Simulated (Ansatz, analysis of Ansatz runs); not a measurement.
# Local vibrational mode of interstitial H+ in rutile SnO2 (PBE)

Subject: interstitial H+ in rutile SnO2. Wanted: its local vibrational mode, in one set-up (PBE, 96-site cell, PBE lattice, 420 eV, k: the single point 1/4 1/4 1/4, symmetric start). The model is a cell of 96 host atoms with 1 H put in. The frequencies come from force constants among the defect atom and its neighbours, with the masses of the isotopes named. Another start tests whether the structure found is the lowest.

Measured beforehand: O-H stretch, 1H: 3156.1 cm⁻¹ at 4.2 K, by polarized FTIR absorption (“Hydrogen impurities and shallow donors in SnO2 studied by infrared spectroscopy”, 2011, F. Bekisli et al.). O-D stretch, 2H: 2360.4 cm⁻¹ at 4.2 K, by polarized FTIR absorption (“Hydrogen impurities and shallow donors in SnO2 studied by infrared spectroscopy”, 2011, F. Bekisli et al.).

Method: plane-wave PAW DFT, PBE; relaxation of all atoms of a defect supercell, in Ansatz 0.2.0.

## 1. Starting point

The cell holds 97 atoms: 32 Sn, 64 O and 1 H. Cell: a = 11.625 Å, b = 11.625 Å, c = 13.653 Å, α = 54.0°, β = 54.0°, γ = 71.9°. It derives from SnO2 (space group P4_2/mnm). Nearest the centre at fractional (0.278, 0.472, 0.699): H97 at 0.00 Å, O20 at 1.01 Å, Sn85 at 2.32 Å, Sn14 at 2.32 Å, Sn39 at 2.32 Å, O89 at 2.35 Å, O18 at 2.35 Å, O47 at 2.53 Å. The cell carries charge +1.

The host's primitive cell comes from a first run (plane-wave PAW DFT, PBE; relaxation of the host's cell and atoms): vectors of 4.827, 4.827 and 3.238 Å. That is 12.57 Å³ an atom, 5.5 % over the diffraction cell's volume. The supercell is built on it.

## 2. Relaxation, charge +1

Every later number rests on the structure around the defect, so the atoms are relaxed at the host's lattice first.

Contents of relax/input.yaml:

```yaml
relax:
  f_tol: 0.01
  max_steps: 80
  escape_saddle: false
crystal:
  lattice:
    - [0.0, 9.65383558, 6.47657049]
    - [9.65383558, 0.0, 6.47657049]
    - [9.65383558, 9.65383558, 0.0]
  atoms:
    - { symbol: Sn, position: [0.0, 0.0, 0.0] }
    - { symbol: Sn, position: [0.25, 0.25, 0.25] }
    - { symbol: Sn, position: [0.125, 0.125, 0.125] }
    - { symbol: Sn, position: [0.375, 0.375, 0.375] }
    - { symbol: O, position: [0.0, 0.0, 0.153285434] }
[... 4 atom lines left out ...]
    - { symbol: O, position: [0.25, 0.25, 0.096714566] }
[... 3 atom lines left out ...]
    - { symbol: Sn, position: [0.25, 0.25, 0.75] }
[... 1 atom line left out ...]
    - { symbol: Sn, position: [0.375, 0.375, 0.875] }
[... 1 atom line left out ...]
    - { symbol: O, position: [0.25, 0.25, 0.903285434] }
    - { symbol: O, position: [0.028285434, 0.221714566, 0.875] }
    - { symbol: O, position: [0.278285434, 0.471714566, 0.625] }
[... 1 atom line left out ...]
    - { symbol: O, position: [0.25, 0.25, 0.596714566] }
    - { symbol: O, position: [0.221714566, 0.028285434, 0.875] }
    - { symbol: O, position: [0.471714566, 0.278285434, 0.625] }
    - { symbol: Sn, position: [0.0, 0.5, 0.0] }
    - { symbol: Sn, position: [0.25, 0.75, 0.25] }
[... 1 atom line left out ...]
    - { symbol: Sn, position: [0.375, 0.875, 0.375] }
[... 1 atom line left out ...]
    - { symbol: O, position: [0.25, 0.75, 0.403285434] }
[... 4 atom lines left out ...]
    - { symbol: O, position: [0.221714566, 0.528285434, 0.375] }
[... 1 atom line left out ...]
    - { symbol: Sn, position: [0.0, 0.5, 0.5] }
    - { symbol: Sn, position: [0.25, 0.75, 0.75] }
    - { symbol: Sn, position: [0.125, 0.625, 0.625] }
[... 1 atom line left out ...]
    - { symbol: O, position: [0.0, 0.5, 0.653285434] }
    - { symbol: O, position: [0.25, 0.75, 0.903285434] }
    - { symbol: O, position: [0.028285434, 0.721714566, 0.875] }
[... 1 atom line left out ...]
    - { symbol: O, position: [0.0, 0.5, 0.846714566] }
    - { symbol: O, position: [0.25, 0.75, 0.596714566] }
    - { symbol: O, position: [0.221714566, 0.528285434, 0.875] }
    - { symbol: O, position: [0.471714566, 0.778285434, 0.625] }
[... 11 atom lines left out ...]
    - { symbol: O, position: [0.971714566, 0.278285434, 0.125] }
[... 2 atom lines left out ...]
    - { symbol: Sn, position: [0.625, 0.125, 0.625] }
    - { symbol: Sn, position: [0.875, 0.375, 0.875] }
[... 2 atom lines left out ...]
    - { symbol: O, position: [0.528285434, 0.221714566, 0.875] }
[... 1 atom line left out ...]
    - { symbol: O, position: [0.5, 0.0, 0.846714566] }
    - { symbol: O, position: [0.75, 0.25, 0.596714566] }
[... 3 atom lines left out ...]
    - { symbol: Sn, position: [0.75, 0.75, 0.25] }
[... 3 atom lines left out ...]
    - { symbol: O, position: [0.75, 0.75, 0.403285434] }
    - { symbol: O, position: [0.528285434, 0.721714566, 0.375] }
[... 1 atom line left out ...]
    - { symbol: O, position: [0.5, 0.5, 0.346714566] }
[... 1 atom line left out ...]
    - { symbol: O, position: [0.721714566, 0.528285434, 0.375] }
[... 1 atom line left out ...]
    - { symbol: Sn, position: [0.5, 0.5, 0.5] }
[... 1 atom line left out ...]
    - { symbol: Sn, position: [0.625, 0.625, 0.625] }
[... 1 atom line left out ...]
    - { symbol: O, position: [0.5, 0.5, 0.653285434] }
[... 3 atom lines left out ...]
    - { symbol: O, position: [0.5, 0.5, 0.846714566] }
[... 2 atom lines left out ...]
    - { symbol: O, position: [0.971714566, 0.778285434, 0.625] }
    - { symbol: H, position: [0.278285434, 0.471714566, 0.698875] }
total_charge: 1
basis:
  ecutwfc: 420
  xc_grid: 2
hamiltonian:
  xc: pbe
kpoints:
  mp_grid: { grid: [1, 1, 1], shift: [0.25, 0.25, 0.25] }
scf:
  occupations: { method: fermi_dirac, width: 0.01 }
  max_iter: 120
output:
  forces: true
checkpoint:
  write: "../relax.run"
  compress: false
  write_wavefunctions: true
  write_every: 100000
```

Launch:

```console
$ ansatz run input.yaml --threads 4 --pin off --max-ram 7536MiB --backend cpu --events-out ev --progress --plain --runs-dir out
```

Numbers of over 12 decimals in the logs are rounded to 6 here.

What it wrote:

```text
[... repeated set-up lines and file paths are left out, and long positions are rounded to six places ...]
Engine: ansatz 0.2.0, aarch64-unknown-linux-gnu
Pseudopotentials: kind: paw
Pseudopotential: Sn, paw, valence charge 14, recommended cutoff 420 eV (normal), Sn.paw.azcp
Pseudopotential: O, paw, valence charge 6, recommended cutoff 420 eV (normal), O.paw.azcp
Pseudopotential: H, paw, valence charge 1, recommended cutoff 420 eV (normal), H.paw.azcp
Functional definition: PBE
  parameter kappa = 0.804
  parameter beta = 0.066725
  exchange = pbe_x(kappa = kappa, mu = beta*pi^2/3)
  correlation = pbe_c(beta = beta)
Crystal: 97 atoms, lattice volume = 1207.188 Å³
Basis set: ecut = 420 eV, 23633 PW (Γ), exchange–correlation on 160×160×192 points (8 copies of the dense FFT grid, shifted against one another)
Bands: 513, of which v1, the nominal top of the filled ones, is band 416 counted from 1 (415 counted from 0)
Symmetry: 1 space group operations
k-points: 1
Non-local potential: Sn, projectors of the file, l = 0: 2, l = 1: 2, l = 2: 2, l = 3: 2
Non-local potential: O, projectors of the file, l = 0: 2, l = 1: 2, l = 2: 1
Non-local potential: H, projectors of the file, l = 0: 2, l = 1: 1
PAW form: soft (Blöchl's): semilocal exchange-correlation on the pseudo side does not see the compensation charge
PAW one-centre angular grid: Sn, 590 points (default); XC on 64 Gauss nodes
PAW one-centre angular grid: O, 110 points (default); XC on 64 Gauss nodes
PAW one-centre angular grid: H, 110 points (default); XC on 64 Gauss nodes
Initial density: superposition of atomic densities (neutral atoms scaled as one to the charged cell's electrons: chi_scale 0, normalization atom), corrected by the library's trained network
Initial wavefunctions: pseudopotential atomic-orbital guess
Functional: x = pbe(κ = 0.804, μ = 0.219515), c = pbe(β = 0.066725)
SCF iter   1: F=—  HF=-229112.242339 eV  |F-HF|=—  |Δ(HF+E_count)|=         —  Δρ=3.13e-3  dr2=8.06e-2  ethr=1.77e-3  ⟨swp⟩=5.0  Hψ=1873  notcnv=0  defer=55
preconditioner: auto → Resta (q_TF=auto, 2.564 Å⁻¹)  ε∞=3.6  [insulator: Δε(μ)=1.179 eV  Ē_g=19.298 eV  σ=0.010 eV  W_gap=1.00  n_scr=352 (ndim 8)  ℏωp=30.8 eV  f_vac=0.035  D(μ)=0.00/eV (n_scr^D=0)  ε∞_Penn≈3.6]
SCF iter   2: F=—  HF=-229112.226004 eV  |F-HF|=—  |Δ(HF+E_count)|=   1.63e-2  Δρ=1.30e-3  dr2=1.41e-2  ethr=9.68e-6  ⟨swp⟩=2.0  Hψ=1012  notcnv=0  defer=91
SCF iter   3: F=—  HF=-229112.223600 eV  |F-HF|=—  |Δ(HF+E_count)|=   2.40e-3  Δρ=4.69e-4  dr2=2.65e-3  ethr=1.69e-6  ⟨swp⟩=2.0  Hψ=844  notcnv=0  defer=91
SCF iter   4: F=—  HF=-229112.223082 eV  |F-HF|=—  |Δ(HF+E_count)|=   5.18e-4  Δρ=1.78e-4  dr2=3.48e-4  ethr=3.18e-7  ⟨swp⟩=2.0  Hψ=681  notcnv=0  defer=91
SCF iter   5: F=—  HF=-229112.224510 eV  |F-HF|=—  |Δ(HF+E_count)|=   1.43e-3  Δρ=5.74e-5  dr2=3.35e-5  ethr=4.19e-8  ⟨swp⟩=2.0  Hψ=674  notcnv=0  defer=91
SCF iter   6: F=—  HF=-229112.224518 eV  |F-HF|=—  |Δ(HF+E_count)|=   7.44e-6  Δρ=3.38e-5  dr2=1.19e-5  ethr=4.02e-9  ⟨swp⟩=3.0  Hψ=840  notcnv=0  defer=91
SCF iter   7: F=-229112.224518 eV  HF=-229112.224518 eV  |F-HF|=2.34e-7  |Δ(HF+E_count)|=   4.37e-8  Δρ=7.00e-6  dr2=6.65e-7  ethr=3.00e-10  ⟨swp⟩=3.0  Hψ=1819  notcnv=0
SCF 1 converged in 7 iterations: F = -229112.224518 eV  dr2 = 6.65e-7
  greatest PAW one-centre occupation: 0.996 electrons in one spin orbital (limit 2), on the Sn atom at site 13 (counted from 0), in its partial waves of l = 2
relax step   1: F+E_penalty+E_count = -229112.22451781 eV  Δ(F+E_penalty+E_count) = +0.000e0 eV  max|allowed force component| = 3.254e0 eV/Å  Δτ_max = 0.0000 Å  (7 SCF iters, dr2 threshold 2.50e-6 eV, accepted)
[... the SCF cycles and remarks between the steps are left out from here to the last step ...]
relax step   2: F+E_penalty+E_count = -229113.26134601 eV  Δ(F+E_penalty+E_count) = -1.037e0 eV  max|allowed force component| = 5.680e-1 eV/Å  Δτ_max = 0.1958 Å  (7 SCF iters, dr2 threshold 1.00e-4 eV, accepted)
relax step   3: F+E_penalty+E_count = -229113.33647941 eV  Δ(F+E_penalty+E_count) = -7.513e-2 eV  max|allowed force component| = 2.203e-1 eV/Å  Δτ_max = 0.0832 Å  (6 SCF iters, dr2 threshold 2.02e-5 eV, accepted)
relax step   4: F+E_penalty+E_count = -229113.35119324 eV  Δ(F+E_penalty+E_count) = -1.471e-2 eV  max|allowed force component| = 9.938e-2 eV/Å  Δτ_max = 0.0215 Å  (6 SCF iters, dr2 threshold 3.03e-6 eV, accepted)
relax step   5: F+E_penalty+E_count = -229113.35866918 eV  Δ(F+E_penalty+E_count) = -7.476e-3 eV  max|allowed force component| = 2.811e-1 eV/Å  Δτ_max = 0.0701 Å  (7 SCF iters, dr2 threshold 1.49e-6 eV, accepted)
relax step   6: F+E_penalty+E_count = -229113.36173964 eV  Δ(F+E_penalty+E_count) = -3.070e-3 eV  max|allowed force component| = 3.736e-2 eV/Å  Δτ_max = 0.0189 Å  (4 SCF iters, dr2 threshold 1.61e-5 eV, accepted)
SCF iter   1: F=—  HF=-229113.360993 eV  |F-HF|=—  |Δ(HF+E_count)|=         —  Δρ=3.13e-4  dr2=4.26e-4  ethr=3.74e-7  ⟨swp⟩=4.0  Hψ=1255  notcnv=0  defer=91
SCF iter   2: F=—  HF=-229113.360880 eV  |F-HF|=—  |Δ(HF+E_count)|=   1.13e-4  Δρ=1.52e-4  dr2=9.53e-5  ethr=5.12e-8  ⟨swp⟩=2.0  Hψ=751  notcnv=0  defer=91
SCF iter   3: F=—  HF=-229113.362002 eV  |F-HF|=—  |Δ(HF+E_count)|=   1.12e-3  Δρ=4.50e-5  dr2=1.95e-5  ethr=1.14e-8  ⟨swp⟩=2.0  Hψ=838  notcnv=0  defer=91
SCF iter   4: F=—  HF=-229113.361999 eV  |F-HF|=—  |Δ(HF+E_count)|=   2.47e-6  Δρ=1.56e-5  dr2=2.73e-6  ethr=2.35e-9  ⟨swp⟩=2.0  Hψ=678  notcnv=0  defer=91
SCF iter   5: F=—  HF=-229113.361999 eV  |F-HF|=—  |Δ(HF+E_count)|=   1.35e-7  Δρ=4.33e-6  dr2=2.59e-7  ethr=3.29e-10  ⟨swp⟩=2.0  Hψ=642  notcnv=0  defer=91
SCF iter   6: F=-229113.361999 eV  HF=-229113.361999 eV  |F-HF|=5.81e-8  |Δ(HF+E_count)|=   6.40e-8  Δρ=2.94e-6  dr2=9.15e-8  ethr=1.20e-11  ⟨swp⟩=5.0  Hψ=1723  notcnv=0
SCF 7 converged in 6 iterations: F = -229113.361999 eV  dr2 = 9.15e-8
relax step   7: F+E_penalty+E_count = -229113.36199891 eV  Δ(F+E_penalty+E_count) = -2.593e-4 eV  max|allowed force component| = 8.757e-3 eV/Å  Δτ_max = 0.0054 Å  (6 SCF iters, accepted)
NSCF: frozen V_eff on 1 k-points
the band table was solved once a step of the walk had ended and its energy, with any forces and stress, was formed, with the checks that follow a solve (2014 applications of the Hamiltonian). They found nothing against the state; [...]
SCF converged after 6 iterations
Free energy (F): -229113.361999 eV
Harris-Foulkes:  -229113.361999 eV  (|F-HF|=5.81e-8)
Internal energy: -229113.361999 eV  (E = F + TS)
E sigma→0 (E₀):  -229113.361999 eV
Fermi energy:    9.331892 eV
--- Per-component energies (eV) ---
  E_band       = -2466.711381
  E_kinetic    = 17251.707800
  E_local      = -47386.508385  (includes V_loc(G=0)·N_el)
  E_nonlocal   = 2142.154087
  E_hartree    = 24371.201997
  E_xc         = -16851.315263
  E_vxc        = -8985.910706  (∫ρ·V_xc dr)
  E_paw        = -142855.107867  (= ΣΔE_a)
  E_vpaw       = -14230.717289  (= ΣTr[D̂ρ^β])
  E_aug_tail   = 0.156566  (compensation charges beyond the density's cutoff)
  E_ewald      = -65785.650934
  E_smearing   = -0.000000  (= −TS)
  E_closure    = -0.000000  (closes the sum)
  E_deformation_potential = 16.959088  (in the stress; not in F)
  Σ components = -229113.361999   (vs F -229113.361999, Δ=0.00e0)
--- Forces (eV/Å), atoms counted from 1 ---
  atom   1  Sn     0.00012276     0.00230986    -0.00242889
  atom   2  Sn     0.00040627    -0.00127065    -0.00035376
  [... 11 atoms left out ...]
  atom  14  Sn    -0.00319815     0.00546355    -0.00039020
  [... 3 atoms left out ...]
  atom  18  O     -0.00059865    -0.00074504     0.00263174
  [... 1 atom left out ...]
  atom  20  O      0.00591221    -0.00875645    -0.00014998
  [... 18 atoms left out ...]
  atom  39  Sn     0.00299880    -0.00205393     0.00022577
  [... 5 atoms left out ...]
  atom  45  O      0.00073094    -0.00019176     0.00206517
  atom  46  O      0.00061281    -0.00025192    -0.00231921
  atom  47  O     -0.00224680    -0.00065703    -0.00007148
  [... 37 atoms left out ...]
  atom  85  Sn    -0.00303662     0.00552238     0.00073544
  [... 3 atoms left out ...]
  atom  89  O     -0.00031897    -0.00058955    -0.00271483
  [... 7 atoms left out ...]
  atom  97  H     -0.00176142    -0.00038451     0.00016790
  max |Σ_I F_I| component: 1.85e-5 eV/Å
--- Band table (eV) ---
  k-point 0: bands = ["-12.4289", "-12.2787", "-12.2057", "-12.1875", [... 505 left out ...] "19.3368", "19.3920", "19.4068", "19.4104"]
--- Relaxed structure (7 steps of the walk, 7 accepted, 0 SCFs on fresh bases) ---
  F+E_penalty+E_count = -229113.36199891 eV   max|allowed force component| = 8.757e-3 eV/Å
  atoms:
    - { symbol: Sn, position: [-0.001632, -0.001138, 0.001336] }
    - { symbol: Sn, position: [0.251455, 0.248900, 0.250609] }
    [... 11 atoms left out ...]
    - { symbol: Sn, position: [0.251609, 0.238538, 0.755056] }
    [... 3 atoms left out ...]
    - { symbol: O, position: [0.253044, 0.248797, 0.901892] }
    [... 1 atom left out ...]
    - { symbol: O, position: [0.274853, 0.475336, 0.643989] }
    [... 18 atoms left out ...]
    - { symbol: Sn, position: [0.113257, 0.636762, 0.621351] }
    [... 5 atoms left out ...]
    - { symbol: O, position: [-0.000909, 0.503763, 0.843449] }
    - { symbol: O, position: [0.246117, 0.751017, 0.596304] }
    - { symbol: O, position: [0.224096, 0.525830, 0.863131] }
    [... 37 atoms left out ...]
    - { symbol: Sn, position: [0.511495, 0.498394, 0.495249] }
    [... 3 atoms left out ...]
    - { symbol: O, position: [0.501278, 0.496990, 0.653731] }
    [... 7 atoms left out ...]
    - { symbol: H, position: [0.266710, 0.483249, 0.716589] }
```

Elapsed: 4.7 min, on 4 threads of Arm Neoverse V1, shared host; peak memory 3.6 GiB.

(Part 1 of 2 ends here.)

[Logs are printed without paths, hosts, clocks, repeated set-up lines and the standing remarks that a program may print on its own settings, such as how far it seeks lower states.]

[Hosts, paths, dates, database ids (printed as entryN), source tags and the programs' standing remarks are cut or masked in the printed files.]

[For some hosts the program warned that the k-mesh of the response run may be too coarse for force constants and the static dielectric constant; such warnings are not shown here.]
